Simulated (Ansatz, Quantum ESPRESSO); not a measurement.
# Na3HSe (Pm-3m): third-order response

Aim: Raman and infrared lines of Na3HSe (Pm-3m).

Main program and level: Quantum ESPRESSO 8.0 development, patched; DFT LDA, scalar-relativistic, plane waves, PseudoDojo norm-conserving pseudopotentials.

### Step 1. Starting point

Symmetry: Pm-3m, No. 221, cubic system. Conventional cell: a = 5.700 Å, b = 5.700 Å, c = 5.700 Å, α = 90.00°, β = 90.00°, γ = 90.00°. Nearest to H lie 12 Na at 4.03 Å. Nearest to Se lie 6 Na at 2.85 Å. Na has 2 Se at 2.85 Å nearest. Farther neighbours and most contacts between anions are not listed.

### Step 2. A first look

Before anything dear is run, a loose run with smearing shows whether this is a metal and how far the cell is from rest.

Input file probe.in:

```
 &control
    calculation='scf',
    prefix='x',
    outdir='./tmp',
    pseudo_dir='./pseudo',
    tprnfor=.true.,
    tstress=.true.,
    verbosity='high',
 /
 &system
    ibrav=1,
    celldm(1)=10.77143891,
    nat=5,
    ntyp=3,
    ecutwfc=88.0,
    occupations='smearing',
    smearing='gaussian',
    degauss=0.01,
 /
 &electrons
    conv_thr=1.0d-07,
    mixing_beta=0.7,
    electron_maxstep=100,
 /
ATOMIC_SPECIES
 H       1.0080  H.upf
 Se     78.9710  Se.upf
 Na     22.9898  Na.upf
ATOMIC_POSITIONS crystal
 H      0.000000000   0.000000000   0.000000000
 Se     0.500000000   0.500000000   0.500000000
 Na     0.500000000   0.500000000   0.000000000
 Na     0.500000000   0.000000000   0.500000000
 Na     0.000000000   0.500000000   0.500000000
K_POINTS automatic
 4 4 4 0 0 0
```

Started as:

```sh
OMP_NUM_THREADS=1 mpirun -n 4 pw.x -nk 4 -in probe.in > probe.out
```

The program printed:

```text
[banners, grids, parts of the stress and lines that vanish by symmetry left out]
Program PWSCF v.8.0dev
     bravais-lattice index     =            1
     lattice parameter (alat)  =      10.7714  a.u.
[...]
kinetic-energy cutoff     =      88.0000  Ry
     charge density cutoff     =     352.0000  Ry
     scf convergence threshold =      1.0E-07
[...]
Exchange-correlation= SLA-PW-NOGX-NOGC
                           (   1   4   0   0   0   0   0)
[...]
48 Sym. Ops., with inversion, found
[...]
(     0          1          0      )
                  (     0          0          1      )
[...]
(  0.0000000  1.0000000  0.0000000 )
                  (  0.0000000  0.0000000  1.0000000 )
[...]
(     0         -1          0      )
                  (     0          0          1      )
[...]
( -1.0000000  0.0000000  0.0000000 )
                  (  0.0000000  1.0000000  0.0000000 )
[...]
number of k points=    10  Gaussian smearing, width (Ry)=  0.0100
[...]
End of self-consistent calculation
[...]
the Fermi energy is     0.8035 ev
!    total energy              =    -517.30565170 Ry
[...]
convergence has been achieved in   7 iterations
[...]
atom    1 type  1   force =     0.00000000    0.00000000    0.00000000
     atom    2 type  2   force =     0.00000000    0.00000000    0.00000000
     atom    3 type  3   force =     0.00000000    0.00000000    0.00000000
     atom    4 type  3   force =     0.00000000    0.00000000    0.00000000
     atom    5 type  3   force =     0.00000000    0.00000000    0.00000000
[...]
Total force =     0.000000     Total SCF correction =     0.000000
[...]
total   stress  (Ry/bohr**3)                   (kbar)     P=      -24.61
[...]
XML data file, charge density, pseudopotentials, collected wavefunctions

   JOB DONE.
```

It took 17 s on 4 MPI ranks of Intel Xeon 6975P-C (Granite Rapids), shared host; 67 s of CPU time.

This step gave:

```
volume per atom   : 37.04 Å³
pressure          : -2.461 GPa
gap on the k-mesh : 1.341 eV
```

A gap of 1.3 eV opens on this mesh, so the crystal is taken as an insulator; the start stands at -2.5 GPa.

### Step 3. Relaxing the cell and atoms

The relaxation runs at a cutoff a fifth above that of the response, since stress converges more slowly with the basis than frequencies do. Forces and stress are brought to rest with tight thresholds.

Input file relax.in:

```
 &control
    calculation='vc-relax',
    prefix='x',
    outdir='./tmp',
    pseudo_dir='./pseudo',
    tprnfor=.true.,
    tstress=.true.,
    forc_conv_thr=2.0d-05,
    etot_conv_thr=1.0d-07,
    nstep=40,
 /
 &system
    ibrav=1,
    celldm(1)=10.77143891,
    nat=5,
    ntyp=3,
    ecutwfc=106,
    occupations='fixed',
    nbnd=24,
 /
 &electrons
    conv_thr=1.0d-11,
    mixing_beta=0.7,
    electron_maxstep=100,
 /
 &ions
 /
 &cell
    press_conv_thr=0.2,
 /
ATOMIC_SPECIES
 H       1.0080  H.upf
 Se     78.9710  Se.upf
 Na     22.9898  Na.upf
ATOMIC_POSITIONS crystal
 H      0.000000000   0.000000000   0.000000000
 Se     0.500000000   0.500000000   0.500000000
 Na     0.500000000   0.500000000   0.000000000
 Na     0.500000000   0.000000000   0.500000000
 Na     0.000000000   0.500000000   0.500000000
K_POINTS automatic
 4 4 4 0 0 0
```

Started as:

```sh
OMP_NUM_THREADS=1 mpirun -n 4 pw.x -nk 4 -in relax.in > relax.out
```

The program printed:

```text
[banners, grids, parts of the stress and lines that vanish by symmetry left out]
[banner, memory and clock lines left out]
Program PWSCF v.8.0dev

[...]
kinetic-energy cutoff     =     106.0000  Ry
     charge density cutoff     =     424.0000  Ry
     scf convergence threshold =      1.0E-11
[...]
energy convergence thresh.=      1.0E-07
     force convergence thresh. =      2.0E-05
     press convergence thresh. =      2.0E-01
     Exchange-correlation= SLA-PW-NOGX-NOGC
                           (   1   4   0   0   0   0   0)
[...]
48 Sym. Ops., with inversion, found
[...]
number of k points=    10
[...]
End of self-consistent calculation
[...]
highest occupied, lowest unoccupied level (ev):     0.1345    1.4757
!    total energy              =    -517.30575209 Ry
[...]
convergence has been achieved in  11 iterations
[...]
atom    1 type  1   force =     0.00000000    0.00000000    0.00000000
     atom    2 type  2   force =     0.00000000    0.00000000    0.00000000
     atom    3 type  3   force =     0.00000000    0.00000000    0.00000000
     atom    4 type  3   force =     0.00000000    0.00000000    0.00000000
     atom    5 type  3   force =     0.00000000    0.00000000    0.00000000
     Total force =     0.000000     Total SCF correction =     0.000000
[...]
total   stress  (Ry/bohr**3)                   (kbar)     P=      -24.50
[...]
number of bfgs steps    =   0
[...]
CELL_PARAMETERS (alat= 10.77143891)
[...]
ATOMIC_POSITIONS (crystal)
H                0.0000000000        0.0000000000        0.0000000000
Se               0.5000000000        0.5000000000        0.5000000000
Na               0.5000000000        0.5000000000        0.0000000000
Na               0.5000000000        0.0000000000        0.5000000000
[...]
New effective cutoffs (rho, wfc):  427.52  106.88
[...]
End of self-consistent calculation
[...]
highest occupied, lowest unoccupied level (ev):     0.1739    1.5363
!    total energy              =    -517.30829729 Ry
[...]
convergence has been achieved in   8 iterations
[...]
atom    1 type  1   force =     0.00000000    0.00000000    0.00000000
     atom    2 type  2   force =     0.00000000    0.00000000    0.00000000
     atom    3 type  3   force =     0.00000000    0.00000000    0.00000000
     atom    4 type  3   force =     0.00000000    0.00000000    0.00000000
     atom    5 type  3   force =     0.00000000    0.00000000    0.00000000
     Total force =     0.000000     Total SCF correction =     0.000000
[...]
total   stress  (Ry/bohr**3)                   (kbar)     P=      -23.67
[...]
number of bfgs steps    =   1
[...]
WARNING: bfgs curvature condition failed, Theta= 0.835
[...]
CELL_PARAMETERS (alat= 10.77143891)
[...]
ATOMIC_POSITIONS (crystal)
[...]
New effective cutoffs (rho, wfc):  432.93  108.23
[...]
End of self-consistent calculation
[...]
highest occupied, lowest unoccupied level (ev):     0.2344    1.6290
!    total energy              =    -517.31190578 Ry
[...]
convergence has been achieved in  10 iterations
[...]
atom    1 type  1   force =     0.00000000    0.00000000    0.00000000
     atom    2 type  2   force =     0.00000000    0.00000000    0.00000000
     atom    3 type  3   force =     0.00000000    0.00000000    0.00000000
[...]
total   stress  (Ry/bohr**3)                   (kbar)     P=       -7.32
[...]
number of bfgs steps    =   5
[...]
highest occupied, lowest unoccupied level (ev):     0.9293    2.6769
!    total energy              =    -517.32983863 Ry
[...]
convergence has been achieved in  11 iterations
[...]
Total force =     0.000000     Total SCF correction =     0.000000
[...]
total   stress  (Ry/bohr**3)                   (kbar)     P=        1.66
[...]
number of bfgs steps    =   6
[...]
highest occupied, lowest unoccupied level (ev):     0.8902    2.6187
!    total energy              =    -517.32988959 Ry
[...]
convergence has been achieved in  10 iterations
[...]
Total force =     0.000000     Total SCF correction =     0.000000
[...]
total   stress  (Ry/bohr**3)                   (kbar)     P=       -0.12
[...]
number of bfgs steps    =   7
[...]
New effective cutoffs (rho, wfc):  489.11  122.28
[...]
highest occupied, lowest unoccupied level (ev):     0.8929    2.6226
!    total energy              =    -517.32988986 Ry
[...]
convergence has been achieved in   7 iterations
[...]
Total force =     0.000000     Total SCF correction =     0.000000
[...]
total   stress  (Ry/bohr**3)                   (kbar)     P=       -0.00
[...]
number of bfgs steps    =   8
[...]
small trust_radius: resetting bfgs history
[...]
CELL_PARAMETERS (alat= 10.77143891)
[...]
ATOMIC_POSITIONS (crystal)
[...]
New effective cutoffs (rho, wfc):  489.11  122.28
[...]
End of self-consistent calculation
[...]
highest occupied, lowest unoccupied level (ev):     0.8929    2.6226
!    total energy              =    -517.32988986 Ry
[...]
convergence has been achieved in   3 iterations
[...]
atom    3 type  3   force =     0.00000000    0.00000000    0.00000000
     atom    4 type  3   force =     0.00000000    0.00000000    0.00000000
     atom    5 type  3   force =     0.00000000    0.00000000    0.00000000
     Total force =     0.000000     Total SCF correction =     0.000000
[...]
total   stress  (Ry/bohr**3)                   (kbar)     P=       -0.00
[...]
bfgs converged in  10 scf cycles and   9 bfgs steps
[...]
End of BFGS Geometry Optimization
     Final enthalpy           =    -517.3298898640 Ry
     File ./tmp/x.bfgs deleted, as requested
[...]
CELL_PARAMETERS (alat= 10.77143891)
[...]
ATOMIC_POSITIONS (crystal)
[...]
Na               0.5000000000        0.0000000000        0.5000000000
Na               0.0000000000        0.5000000000        0.5000000000
[...]
Final scf calculation at the relaxed structure.
[...]
kinetic-energy cutoff     =     106.0000  Ry
     charge density cutoff     =     424.0000  Ry
     scf convergence threshold =      1.0E-13
[...]
press convergence thresh. =      2.0E-01
     Exchange-correlation= SLA-PW-NOGX-NOGC
                           (   1   4   0   0   0   0   0)
[...]
48 Sym. Ops., with inversion, found
[...]
number of k points=    10
[...]
End of self-consistent calculation
[...]
highest occupied, lowest unoccupied level (ev):     0.8929    2.6226
!    total energy              =    -517.32983467 Ry
[...]
convergence has been achieved in  12 iterations
[...]
atom    1 type  1   force =     0.00000000    0.00000000    0.00000000
     atom    2 type  2   force =     0.00000000    0.00000000    0.00000000
     atom    3 type  3   force =     0.00000000    0.00000000    0.00000000
     atom    4 type  3   force =     0.00000000    0.00000000    0.00000000
     atom    5 type  3   force =     0.00000000    0.00000000    0.00000000
     Total force =     0.000000     Total SCF correction =     0.000000
[...]
total   stress  (Ry/bohr**3)                   (kbar)     P=        0.02
[...]
XML data file, charge density, pseudopotentials, collected wavefunctions
```

Elapsed: 3.5 min, on 4 MPI ranks; 14 min of CPU time.

The steps of the relaxation:

```tsv
step	energy less that of the first step (eV)	largest force (eV/Å)	pressure (GPa)	volume (Å³)
1	0.0000	0.0000	-2.45	185.19
2	-0.0346	0.0000	-2.37	182.89
3	-0.0837	0.0000	-2.23	179.47
4	-0.1505	0.0000	-2.00	174.42
5	-0.2333	0.0000	-1.57	167.03
6	-0.3121	0.0000	-0.73	156.34
7	-0.3277	0.0000	0.17	148.10
8	-0.3284	0.0000	-0.01	149.55
9	-0.3284	0.0000	0.00	149.45
10	-0.3284	0.0000	0.00	149.45
11	-0.3277	0.0000	0.00	149.45
```

```tsv
conventional cell, symmetrised	before	after	change
a (Å)	5.700	5.307	-6.9 %
b (Å)	5.700	5.307	-6.9 %
c (Å)	5.700	5.307	-6.9 %
volume (Å³/atom)	37.04	29.89	-19.3 %
```

The relaxed structure:

```xyz
5
Lattice="5.3068 0.0000 0.0000 0.0000 5.3068 0.0000 0.0000 0.0000 5.3068" Properties=species:S:1:pos:R:3 pbc="T T T"
H     0.0000    0.0000    0.0000
Se    2.6534    2.6534    2.6534
Na    2.6534    2.6534    0.0000
Na    2.6534    0.0000    2.6534
Na    0.0000    2.6534    2.6534
```

The last row of the table of steps is pw.x's closing run on a basis chosen anew for the final cell, so its energy can jump.

Numbers from this step:

```
volume per atom   : 29.89 Å³
pressure          : 0.002 GPa
gap on the k-mesh : 1.730 eV
```

The volume changes by -19.3 % from the cell with which this run began.

### Step 4. Ground state

Perturbation theory inherits every error of the wavefunctions, so the threshold is set near the limit of the arithmetic. With a gap, occupations are fixed, which also allows the response to an electric field.

Input file scf.in:

```
 &control
    calculation='scf',
    prefix='x',
    outdir='./tmp',
    pseudo_dir='./pseudo',
    tprnfor=.true.,
    tstress=.true.,
 /
 &system
    ibrav=1,
    celldm(1)=10.02847389,
    nat=5,
    ntyp=3,
    ecutwfc=88.0,
    occupations='fixed',
    nbnd=24,
 /
 &electrons
    conv_thr=1.0d-12,
    mixing_beta=0.7,
    electron_maxstep=100,
 /
ATOMIC_SPECIES
 H       1.0080  H.upf
 Se     78.9710  Se.upf
 Na     22.9898  Na.upf
ATOMIC_POSITIONS crystal
 H      0.000000000   0.000000000   0.000000000
 Se     0.500000000   0.500000000   0.500000000
 Na     0.500000000   0.500000000   0.000000000
 Na     0.500000000   0.000000000   0.500000000
 Na     0.000000000   0.500000000   0.500000000
K_POINTS automatic
 4 4 4 0 0 0
```

Started as:

```sh
OMP_NUM_THREADS=1 mpirun -n 4 pw.x -nk 4 -in scf.in > scf.out
```

The program printed:

```text
[banners, grids, parts of the stress and lines that vanish by symmetry left out]
[banner, memory and clock lines left out]
Program PWSCF v.8.0dev

[...]
kinetic-energy cutoff     =      88.0000  Ry
     charge density cutoff     =     352.0000  Ry
     scf convergence threshold =      1.0E-12
[...]
Exchange-correlation= SLA-PW-NOGX-NOGC
                           (   1   4   0   0   0   0   0)
[...]
48 Sym. Ops., with inversion, found
[...]
number of k points=    10
[...]
End of self-consistent calculation
[...]
highest occupied, lowest unoccupied level (ev):     0.8929    2.6227
!    total energy              =    -517.32973893 Ry
[...]
convergence has been achieved in  12 iterations
[...]
atom    1 type  1   force =     0.00000000    0.00000000    0.00000000
     atom    2 type  2   force =     0.00000000    0.00000000    0.00000000
     atom    3 type  3   force =     0.00000000    0.00000000    0.00000000
     atom    4 type  3   force =     0.00000000    0.00000000    0.00000000
     atom    5 type  3   force =     0.00000000    0.00000000    0.00000000
     Total force =     0.000000     Total SCF correction =     0.000000
[...]
total   stress  (Ry/bohr**3)                   (kbar)     P=        0.03
[...]
XML data file, charge density, pseudopotentials, collected wavefunctions
```

Wall time 16 s (4 MPI ranks); 61 s of CPU time.

Numbers from this step:

* pressure: 0.003000 GPa

The cell stands at 0.0030 GPa, close enough for phonons.

[end of part 1 of 3]

[Host names and launcher messages were left out of these logs when they were recorded.]

[Logs are printed without paths, hosts, clocks, repeated set-up lines and the standing remarks that a program may print on its own settings, such as how far it seeks lower states.]

[Hosts, paths, dates, database ids (printed as entryN), source tags and the programs' standing remarks are cut or masked in the printed files.]
